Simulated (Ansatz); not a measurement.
# Static equation of state of random wurtzite alloy of AlN and GaN (72 atoms)

The cell holds 72 atoms: 22 Ga, 36 N and 14 Al. Its edges and angles: a = 9.572 Å, b = 9.572 Å, c = 10.276 Å, α = 90.0°, β = 90.0°, γ = 120.0°. It derives from AlN and GaN (wurtzite), repeated 3×3×2. The starting structure: Wurtzite AlN, 3 x 3 x 2 conventional cells, 22 of 36 Al sites given to Ga at random (x = 0.611), lattice by Vegard's rule (a = 3.159 Å, c = 5.106 Å); not relaxed, displaced by a Gaussian of 0.02 Å.

Calculated with Ansatz 0.2.0: Kohn-Sham DFT, PBE, PAW (set soft_2), plane waves; cutoff 420 eV, Γ point, fixed occupations. Cell and atoms were relaxed first, to V0 = 11.325 Å³ an atom at a residual P0 = 0.000 GPa. The cell was then scaled evenly, and the atoms were relaxed at each volume.

| volume (Å³/atom) | pressure (GPa) |
| --- | --- |
| 10.192 | 23.83 |
| 10.645 | ? |
| 10.985 | 5.913 |
| 11.665 | -5.058 |
| 12.004 | -9.361 |

**Question.** Fit the third-order Birch–Murnaghan equation to the rows given and interpolate to the withheld row.

**Working.**

Take the Eulerian strain f = ½[(V0/V)^(2/3) − 1] and the normalised pressure F = (P − P0) / [3f(1 + 2f)^(5/2)]. The third-order Birch–Murnaghan equation is then the line F = B0 + (3/2)B0(B′ − 4) f, so u = f and v = F.

```
      u = f  v = F (GPa)
  0.0363828      183.195
  0.0102569      182.644
-0.00975651      181.539
 -0.0190503      180.508
```

With n = 4: mean u = 0.00445820, mean v = 181.971, Σ(u − ū)² = 0.0018075, Σ(u − ū)(v − v̄) = 0.083497. Slope b = 0.083497 / 0.0018075 = 46.195; intercept a = v̄ − b ū = 181.77.

So B0 = a = 182 GPa and B′ = 4 + 2b/(3a) = 4.17. At the withheld volume f = 0.02106, F = a + b f = 182.7 GPa, and P = P0 + 3f(1 + 2f)^(5/2) F.

Prediction at 10.645: 12.80 GPa. The run gave 12.81 GPa, so the fit is low by 0.010 GPa (0.082 % of the value).

B′ = 4.2 lies in the range of 3 to 6 that is common for dense crystals. Among the rows given, the largest miss of the fit is at 10.192, by 0.033 GPa (0.099 % of the range of the table).

Limits: Static cells at zero temperature; the cell shape is held. The program notes that the SCF threshold of these relaxations is loose for the stress. Only the Γ point is sampled, in a cell whose shortest periodic width is 8 Å.

[Long decimals in the printed logs are rounded to 6 places.]

[Logs are printed without paths, hosts, clocks, repeated set-up lines and the standing remarks that a program may print on its own settings, such as how far it seeks lower states.]

[Hosts, paths, dates, database ids (printed as entryN), source tags and the programs' standing remarks are cut or masked in the printed files.]
